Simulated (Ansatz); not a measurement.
Computed results, one entry a study.

Quasiparticle gap of TiO2 (Anatase). Symmetry: I4_1/amd, No. 141, tetragonal system. Conventional cell: a = 3.784 Å, b = 3.784 Å, c = 9.515 Å, α = 90.00°, β = 90.00°, γ = 90.00°. Nearest to Ti lie 6 O at 1.93 to 1.98 Å. O has 3 Ti at 1.93 to 1.98 Å nearest. Farther neighbours and most contacts between anions are not listed. The calculation used G0W0 on HSE06, plane waves, PAW (and 1 further level or step) in Ansatz 0.2.0, with cutoff 420 eV, 6×6×6 k-mesh, default PAW, empty bands 539, screening cutoff 230 eV, screening contour deformation, QP bands (v2, c2) in one of its runs. The HSE06 gap over mesh and listed points is 3.615 eV, from k = (0.000, 0.000, 0.450) to k = Γ and the G0W0@HSE06 gap over 21 of 30 irreducible mesh points is 4.059 eV, from k = (0.000, 0.000, -0.500) to k = Γ. The GW settings are 6×6×6 mesh, 539 empty bands, screening to 230 eV. The known limits are finite bands, screening cutoff and k mesh; no spin-orbit coupling in G0W0. It took 2 runs, 6 min in all on 1 × NVIDIA H100 80GB HBM3 (shared by 6 runs) with 3 threads of AMD EPYC 7R13 (Zen 3), shared host (the runs of this entry). Over 21 of 30 irreducible mesh points the G0W0 gap is 4.059 eV, from k = (0.000, 0.000, -0.500) to k = Γ. The HSE06 gap of this run on the mesh is 3.666 eV. The two states that bound the G0W0 gap lie that far apart at the start, so the correction of the gap is 4.059 − 3.666 = +0.393 eV. The valence state moves by 6.301 − 6.213 = +0.088 eV and the conduction state by 10.360 − 9.880 = +0.480 eV, on the run's own scale; how far single levels stand from their limit in bands is not shown. In doubt: masses and optical values from hybrid runs of this build are listed as unsure (in some of the runs), which bears on the screening that GW takes from such a start. The cell and positions come from the Crystallography Open Database and are kept as given unless a step says otherwise. The differences hold parts that these runs do not separate: finite bands, cutoffs and mesh, points of the zone that were not corrected, the start of G0W0, spin-orbit coupling missing from it, static nuclei, no electron-hole attraction, and what each experiment reads as the gap. How much each gives is not known from the steps shown.

Quasiparticle gap of TiO2 (Anatase). It takes space group I4_1/amd (No. 141, tetragonal). Conventional cell: a = 3.784 Å, b = 3.784 Å, c = 9.515 Å, α = 90.00°, β = 90.00°, γ = 90.00°. Ti has 6 O at 1.93 to 1.98 Å nearest. Nearest to O lie 3 Ti at 1.93 to 1.98 Å. Farther neighbours and most contacts between anions are not listed. The calculation used DFT, PBE, plane waves, PAW (and 1 further level or step) in Ansatz 0.2.0, with cutoff 420 eV, 8×8×8 k-mesh, smearing width 0.02 eV, default PAW in one of its runs. The PBE gap over mesh and path is 2.124 eV, from k = (0.000, 0.000, 0.450) to k = Γ. The G0W0@PBE gap over 24 of 30 irreducible mesh points is 3.661 eV, from k = (0.000, 0.000, -0.500) to k = Γ. The GW settings are 6×6×6 mesh, 539 empty bands, screening to 230 eV. The known limits are finite bands, screening cutoff and k mesh; no spin-orbit coupling in G0W0. It took 2 runs, 1.9 min in all on 1 × NVIDIA H100 80GB HBM3 (shared by 6 runs) with 3 threads of AMD EPYC 7R13 (Zen 3), shared host (the runs of this entry). Over 24 of 30 irreducible mesh points the G0W0 gap is 3.661 eV, from k = (0.000, 0.000, -0.500) to k = Γ. The PBE gap of this run on the mesh is 2.170 eV. The two states that bound the G0W0 gap lie that far apart at the start, so the correction of the gap is 3.661 − 2.170 = +1.491 eV. The valence state moves by 6.752 − 7.218 = −0.466 eV and the conduction state by 10.412 − 9.388 = +1.024 eV, on the run's own scale; with 112 bands the edge states move by +0.026 and +1.565 eV, so the split between the edges depends on the bands and cutoff. The cell and positions come from the Crystallography Open Database and are kept as given unless a step says otherwise. The differences hold parts that these runs do not separate: finite bands, cutoffs and mesh, points of the zone that were not corrected, the start of G0W0, spin-orbit coupling missing from it, static nuclei, no electron-hole attraction, and what each experiment reads as the gap. How much each gives is not known from the steps shown.

```
Ti O
1.0
    -1.89210    1.89210    4.75730
     1.89210   -1.89210    4.75730
     1.89210    1.89210   -4.75730
Ti O
2 4
Direct
  0.00000 0.00000 0.00000
  0.75000 0.25000 0.50000
  0.20810 0.20810 0.00000
  0.95810 0.45810 0.50000
  0.54190 0.04190 0.50000
  0.79190 0.79190 0.00000
```

[Paths, hosts, dates, memory and timing lines, banners, echoed tables and standing remarks are left out of the program output.]

[Logs are printed without paths, hosts, clocks, repeated set-up lines and the standing remarks that a program may print on its own settings, such as how far it seeks lower states.]

[Runs of the session that timed out or met a known fault of the program may be left out.]

[Cells called generated may have been cut or substituted from an entry of the Crystallography Open Database or the Materials Project.]

[Hosts, paths, dates, database ids (printed as entryN), source tags and the programs' standing remarks are cut or masked in the printed files.]
